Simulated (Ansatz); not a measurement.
# SrHgGeSe4 (Ama2): band gap by G0W0 on PBE

Wanted: the gap of SrHgGeSe4 (Ama2) with a many-body correction, and the time that it takes.

Program: Ansatz 0.2.0. Level of theory: PBE, then G0W0 on it, plane waves, PAW. Results are calculated unless marked as measured.

### Step 1. Starting point

The structure is orthorhombic, space group Ama2 (No. 40). Conventional cell: a = 10.838 Å, b = 10.746 Å, c = 6.638 Å, α = 90.00°, β = 90.00°, γ = 90.00°. Sr has 8 Se at 3.17 to 3.29 Å nearest. Nearest to Ge lie 4 Se at 2.32 to 2.39 Å. Nearest to Hg lie 4 Se at 2.52 to 2.82 Å. Nearest to Se lie 1 Ge at 2.36 Å and 1 Hg at 2.71 Å and 2 Sr at 3.29 Å. Nearest to Se lie 1 Ge at 2.39 Å and 1 Hg at 2.52 Å and 2 Sr at 3.17 Å. Nearest to Se lie 1 Ge at 2.32 Å and 1 Hg at 2.82 Å and 2 Sr at 3.22 Å. Farther neighbours and most contacts between anions are not listed.

The start is a cell from the Crystallography Open Database. Spin-orbit coupling is left out unless a step names it.

### Step 2. Relaxing the structure

The structure is relaxed first.

This step: DFT, PBE, plane waves, PAW; PAW set soft_1.

Input file input.yaml:

```yaml
crystal:
  lattice:
    - [10.8375, 0.0, 0.0]
    - [0.0, 5.3728, 3.31885]
    - [0.0, -5.3728, 3.31885]
  atoms:
    - { symbol: Sr, position: [0.0, 0.2532, 0.2532] }
    - { symbol: Sr, position: [0.5, 0.2532, 0.2532] }
    - { symbol: Ge, position: [0.25, 0.9558, 0.5194] }
    - { symbol: Ge, position: [0.75, 0.5194, 0.9558] }
    - { symbol: Hg, position: [0.25, 0.52687, 0.86097] }
    - { symbol: Hg, position: [0.75, 0.86097, 0.52687] }
    - { symbol: Se, position: [0.07626, 0.18248, 0.72152] }
    - { symbol: Se, position: [0.92374, 0.72152, 0.18248] }
    - { symbol: Se, position: [0.42374, 0.18248, 0.72152] }
    - { symbol: Se, position: [0.57626, 0.72152, 0.18248] }
    - { symbol: Se, position: [0.25, 0.9624, 0.1446] }
    - { symbol: Se, position: [0.75, 0.1446, 0.9624] }
    - { symbol: Se, position: [0.25, 0.5574, 0.4286] }
    - { symbol: Se, position: [0.75, 0.4286, 0.5574] }
kpoints:
  mp_grid: { grid: [2, 4, 4] }
hamiltonian:
  xc: pbe
  pseudopotentials: { kind: paw, azcp: { folder: soft_1 } }
scf:
  occupations: { method: fermi_dirac, width: 0.02 }
relax:
  f_tol: 0.02
  max_steps: 60
output:
  write_density: true
  write_potential: true
  elf: true
  volumetric_format: npy
```

Run with:

```sh
ansatz run input.yaml --threads 2 --pin off --max-ram 92160MiB --backend cuda --events-out ev --progress --plain --runs-dir out --devices 1 --max-vram 13GiB
```

Numbers of over 12 decimals in the logs are rounded to 6 here.

Output:

```text
GPUs: using 1 of 1 available (devices: 1).
Engine: ansatz 0.2.0, x86_64-unknown-linux-gnu
Pseudopotentials: kind: paw
Pseudopotential: Sr, paw, valence charge 10, recommended cutoff 420 eV (normal), soft_1/Sr.paw.azcp
Pseudopotential: Ge, paw, valence charge 14, recommended cutoff 420 eV (normal), soft_1/Ge.paw.azcp
Pseudopotential: Hg, paw, valence charge 20, recommended cutoff 420 eV (normal), soft_1/Hg.paw.azcp
Pseudopotential: Se, paw, valence charge 16, recommended cutoff 420 eV (normal), soft_1/Se.paw.azcp
Functional definition: PBE
  parameter kappa = 0.804
  parameter beta = 0.066725
  exchange = pbe_x(kappa = kappa, mu = beta*pi^2/3)
  correlation = pbe_c(beta = beta)
device memory: the entry about to start is reckoned to put 4.4 GiB on a device that reports 47.5 GiB free (of which the cap on the GPU budget leaves the run 13.0 GiB)
GPU FFT provider: cuFFT
GPU libraries: cuBLAS 13.8.2, cuFFT 12.4.0, cuSOLVER 12.3.4
Crystal: 14 atoms, lattice volume = 386.498 Å³
Basis set: ecut = 420 eV, 7535 PW (Γ), exchange–correlation on 150×90×90 points (8 copies of the dense FFT grid, shifted against one another)
Bands: 130, of which v1, the nominal top of the filled ones, is band 108 counted from 1 (107 counted from 0)
Symmetry: 4 space group operations
Space group: Ama2 (ITA 40), of the structure as read, at distance tolerance 7.3e-5 Å
k-points: 14 of 32 (time reversal used)
Non-local potential: Sr, projectors of the file, l = 0: 3, l = 1: 2, l = 2: 2
Non-local potential: Ge, projectors of the file, l = 0: 2, l = 1: 2, l = 2: 3, l = 3: 1
Non-local potential: Hg, projectors of the file, l = 0: 3, l = 1: 2, l = 2: 2, l = 3: 1
Non-local potential: Se, projectors of the file, l = 0: 2, l = 1: 2, l = 2: 3, l = 3: 1
PAW form: soft (Blöchl's): semilocal exchange-correlation on the pseudo side does not see the compensation charge
PAW one-centre angular grid: Sr, 110 points (default); XC on 64 Gauss nodes
PAW one-centre angular grid: Ge, 590 points (default); XC on 64 Gauss nodes
PAW one-centre angular grid: Hg, 590 points (default); XC on 64 Gauss nodes
PAW one-centre angular grid: Se, 590 points (default); XC on 64 Gauss nodes
Initial density: superposition of atomic densities (chi_scale 0.1, normalization cell, long waves kept (reshape's long-wave potential 0.01 eV rms))
Initial wavefunctions: pseudopotential atomic-orbital guess
GPU buffer pool allocated for 151875 grid points (all kernels)
GPU transforms: local potential and band sums: pruned to the plane-wave sphere, on 75×45×45
Functional: x = pbe(κ = 0.804, μ = 0.219515), c = pbe(β = 0.066725)
SCF iter   1: F=—  HF=-87077.000498 eV  |F-HF|=—  |Δ(HF+E_count)|=         —  Δρ=4.02e-2  dr2=1.10e1  ethr=3.10e-3  ⟨swp⟩=7.7  Hψ=7677  notcnv=0  defer=30
preconditioner: auto → Resta (q_TF=auto, 2.476 Å⁻¹)  ε∞=4.7  [insulator: Δε(μ)=0.955 eV  Ē_g=9.025 eV  σ=0.020 eV  W_gap=1.00  n_scr=98 (ndim 8)  ℏωp=17.3 eV  f_vac=0.063  D(μ)=0.00/eV (n_scr^D=0)  ε∞_Penn≈4.7]
SCF iter   2: F=—  HF=-87074.104231 eV  |F-HF|=—  |Δ(HF+E_count)|=    2.90e0  Δρ=2.09e-2  dr2=2.95e0  ethr=3.10e-3  ⟨swp⟩=2.7  Hψ=2326  notcnv=0  defer=235
SCF iter   3: F=—  HF=-87073.091280 eV  |F-HF|=—  |Δ(HF+E_count)|=    1.01e0  Δρ=4.92e-3  dr2=1.55e-1  ethr=1.36e-3  ⟨swp⟩=3.8  Hψ=2748  notcnv=0  defer=235
SCF iter   4: F=—  HF=-87073.040310 eV  |F-HF|=—  |Δ(HF+E_count)|=   5.10e-2  Δρ=2.30e-3  dr2=3.26e-2  ethr=7.18e-5  ⟨swp⟩=3.1  Hψ=3589  notcnv=0  defer=240
SCF iter   5: F=—  HF=-87073.040605 eV  |F-HF|=—  |Δ(HF+E_count)|=   2.95e-4  Δρ=7.64e-4  dr2=3.65e-3  ethr=1.51e-5  ⟨swp⟩=2.1  Hψ=3052  notcnv=0  defer=240
SCF iter   6: F=—  HF=-87073.043100 eV  |F-HF|=—  |Δ(HF+E_count)|=   2.50e-3  Δρ=3.21e-4  dr2=7.12e-4  ethr=1.69e-6  ⟨swp⟩=2.0  Hψ=2490  notcnv=0  defer=240
SCF iter   7: F=—  HF=-87073.043650 eV  |F-HF|=—  |Δ(HF+E_count)|=   5.50e-4  Δρ=1.39e-4  dr2=1.78e-4  ethr=3.29e-7  ⟨swp⟩=2.0  Hψ=2743  notcnv=0  defer=240
SCF iter   8: F=—  HF=-87073.043968 eV  |F-HF|=—  |Δ(HF+E_count)|=   3.17e-4  Δρ=6.36e-5  dr2=3.38e-5  ethr=8.22e-8  ⟨swp⟩=2.0  Hψ=2440  notcnv=0  defer=240
SCF iter   9: F=-87073.044051 eV  HF=-87073.044044 eV  |F-HF|=6.44e-6  |Δ(HF+E_count)|=   7.69e-5  Δρ=2.54e-5  dr2=4.55e-6  ethr=4.63e-9  ⟨swp⟩=12.3  Hψ=18063  notcnv=0
SCF 1 converged in 9 iterations: F = -87073.044051 eV  dr2 = 4.55e-6
  greatest PAW one-centre occupation: 1.000 electrons in one spin orbital (limit 2), on the Hg atom at site 5 (counted from 0), in its partial waves of l = 0
relax step   1: F+E_penalty+E_count = -87073.04405090 eV  Δ(F+E_penalty+E_count) = +0.000e0 eV  max|allowed force component| = 4.433e-1 eV/Å  Δτ_max = 0.0000 Å  (9 SCF iters, dr2 threshold 1.00e-5 eV, accepted)
[...]
relax step   2: F+E_penalty+E_count = -87073.11552456 eV  Δ(F+E_penalty+E_count) = -7.147e-2 eV  max|allowed force component| = 1.320e-1 eV/Å  Δτ_max = 0.0825 Å  (5 SCF iters, dr2 threshold 1.23e-5 eV, accepted)
[...]
relax step   3: F+E_penalty+E_count = -87073.12513705 eV  Δ(F+E_penalty+E_count) = -9.612e-3 eV  max|allowed force component| = 3.309e-2 eV/Å  Δτ_max = 0.0299 Å  (6 SCF iters, dr2 threshold 1.09e-6 eV, accepted)
[...]
relax step   4: F+E_penalty+E_count = -87073.12591768 eV  Δ(F+E_penalty+E_count) = -7.806e-4 eV  max|allowed force component| = 1.135e-2 eV/Å  Δτ_max = 0.0070 Å  (5 SCF iters, accepted)
device memory: the entry about to start is reckoned to put 4.8 GiB (of the 5.0 GiB reckoned in all, the device holds 0.2 GiB already) on a device that reports 48.2 GiB free (of which the cap on the GPU budget leaves the run 12.8 GiB)
NSCF: frozen V_eff on 14 k-points
the band table was solved once a step of the walk had ended and its energy, with any forces and stress, was formed, with the checks that follow a solve (8764 applications of the Hamiltonian). They found nothing against the state; the energy, forces and stress were not computed again (output.eigenvalues in the input reference)
SCF converged after 5 iterations
Free energy (F): -87073.125918 eV
Harris-Foulkes:  -87073.125918 eV  (|F-HF|=1.95e-8)
Internal energy: -87073.125918 eV  (E = F + TS)
E sigma→0 (E₀):  -87073.125918 eV
Fermi energy:    7.895477 eV
--- Per-component energies (eV) ---
  E_band       = -4663.883985
  E_kinetic    = 2688.143996
  E_local      = -36331.414970  (includes V_loc(G=0)·N_el)
  E_nonlocal   = -1765.282818
  E_hartree    = 17748.850780
  E_xc         = -1596.773914
  E_vxc        = -1665.359824  (∫ρ·V_xc dr)
  E_paw        = -46364.832157  (= ΣΔE_a)
  E_vpaw       = -3087.661615  (= ΣTr[D̂ρ^β])
  E_aug_tail   = -0.001997  (compensation charges beyond the density's cutoff)
  E_ewald      = -21451.814838
  E_smearing   = -0.000000  (= −TS)
  E_closure    = -0.000000  (closes the sum)
  Σ components = -87073.125918   (vs F -87073.125918, Δ=0.00e0)
--- Forces (eV/Å), atoms counted from 1 ---
  atom   1  Sr     0.00000000    -0.00000000     0.00019802
  atom   2  Sr     0.00000000     0.00000000     0.00019802
  atom   3  Ge     0.00000000    -0.00678122    -0.00135527
  atom   4  Ge     0.00000000     0.00678122    -0.00135527
  atom   5  Hg     0.00000000     0.01134513     0.00062593
  atom   6  Hg     0.00000000    -0.01134513     0.00062593
  atom   7  Se    -0.00775951    -0.00005548    -0.00124971
  atom   8  Se     0.00775951     0.00005548    -0.00124971
  atom   9  Se     0.00775951    -0.00005548    -0.00124971
  atom  10  Se    -0.00775951     0.00005548    -0.00124971
  atom  11  Se    -0.00000000    -0.00138218     0.00082396
  atom  12  Se    -0.00000000     0.00138218     0.00082396
  atom  13  Se     0.00000000     0.00375644     0.00217883
  atom  14  Se     0.00000000    -0.00375644     0.00217883
  max |Σ_I F_I| component: 5.59e-5 eV/Å
--- Band table (eV; the first three rows and the last of 14) ---
  k-point 0: bands = [... 104 lower, 6.7826, 6.8013, 6.8799, 6.9264, 8.7160, 9.2278, 9.6713, 10.1798, ... 18 higher]
  k-point 1: bands = [... 104 lower, 6.4175, 6.6322, 6.7617, 6.9232, 8.6039, 9.3892, 9.7505, 10.2206, ... 18 higher]
  k-point 2: bands = [... 104 lower, 6.3774, 6.6322, 6.6962, 6.7484, 8.7042, 9.3255, 9.4416, 10.0280, ... 18 higher]
  k-point 13: bands = [... 104 lower, 6.5275, 6.5275, 7.1981, 7.1981, 9.0327, 9.0327, 10.0680, 10.0680, ... 18 higher]
--- Relaxed structure (4 steps of the walk, 4 accepted, 0 SCFs on fresh bases) ---
  F+E_penalty+E_count = -87073.12591768 eV   max|allowed force component| = 1.135e-2 eV/Å
  atoms:
    - { symbol: Sr, position: [0, 0.256043, 0.256043] }
    - { symbol: Sr, position: [0.500000, 0.256043, 0.256043] }
    - { symbol: Ge, position: [0.250000, 0.956789, 0.519579] }
    - { symbol: Ge, position: [0.75, 0.519579, 0.956789] }
    - { symbol: Hg, position: [0.250000, 0.528069, 0.855619] }
    - { symbol: Hg, position: [0.75, 0.855619, 0.528069] }
    - { symbol: Se, position: [0.073052, 0.182814, 0.723779] }
    - { symbol: Se, position: [0.926948, 0.723779, 0.182814] }
    - { symbol: Se, position: [0.426948, 0.182814, 0.723779] }
    - { symbol: Se, position: [0.573052, 0.723779, 0.182814] }
    - { symbol: Se, position: [0.250000, 0.972884, 0.144195] }
    - { symbol: Se, position: [0.75, 0.144195, 0.972884] }
    - { symbol: Se, position: [0.250000, 0.550143, 0.417889] }
    - { symbol: Se, position: [0.75, 0.417889, 0.550143] }
```

Elapsed: 16 s, on 1 × NVIDIA H100 80GB HBM3 (shared by 6 runs) with 2 threads of AMD EPYC 7R13 (Zen 3), shared host; peak memory 1.4 GiB.

The steps of the relaxation:

| step | energy less that of the first step (eV) | largest force component (eV/Å) |
| --- | --- | --- |
| 1 | 0.0000 | 0.4433 |
| 2 | -0.0715 | 0.1320 |
| 3 | -0.0811 | 0.0331 |
| 4 | -0.0819 | 0.0113 |

The run keeps the 4 symmetry operations that it works with, so distortions that break them were not tested.

The atoms that moved most (Å):

```
atom      dx      dy      dz  length
Se11   0.000   0.059   0.033   0.067
Se12   0.000  -0.059   0.033   0.067
Se13   0.000   0.019  -0.060   0.062
Se14   0.000  -0.019  -0.060   0.062
 Hg6   0.000  -0.035  -0.014   0.038
 Hg5   0.000   0.035  -0.014   0.038
Se10  -0.035   0.010   0.009   0.037
 Se7  -0.035  -0.010   0.009   0.037
```

(Part 1 of 3 ends here.)

[Paths, hosts, dates, memory and timing lines, banners, echoed tables and standing remarks are left out of the program output.]

[Logs are printed without paths, hosts, clocks, repeated set-up lines and the standing remarks that a program may print on its own settings, such as how far it seeks lower states.]

[Runs of the session that timed out or met a known fault of the program may be left out.]

[Cells called generated may have been cut or substituted from an entry of the Crystallography Open Database or the Materials Project.]

[Hosts, paths, dates, database ids (printed as entryN), source tags and the programs' standing remarks are cut or masked in the printed files.]

[Where an RPA ε∞ is given, it is that of the G0W0 mesh and is not shown converged in it. Names of k-points follow the symmetry that the program found, which can be lower than the space group named. Band edges on a path are those of the sampled points; other points can move an edge, and change direct to indirect where valleys lie close.]

[Hybrid gaps are those of their k-mesh and are not shown converged in it.]
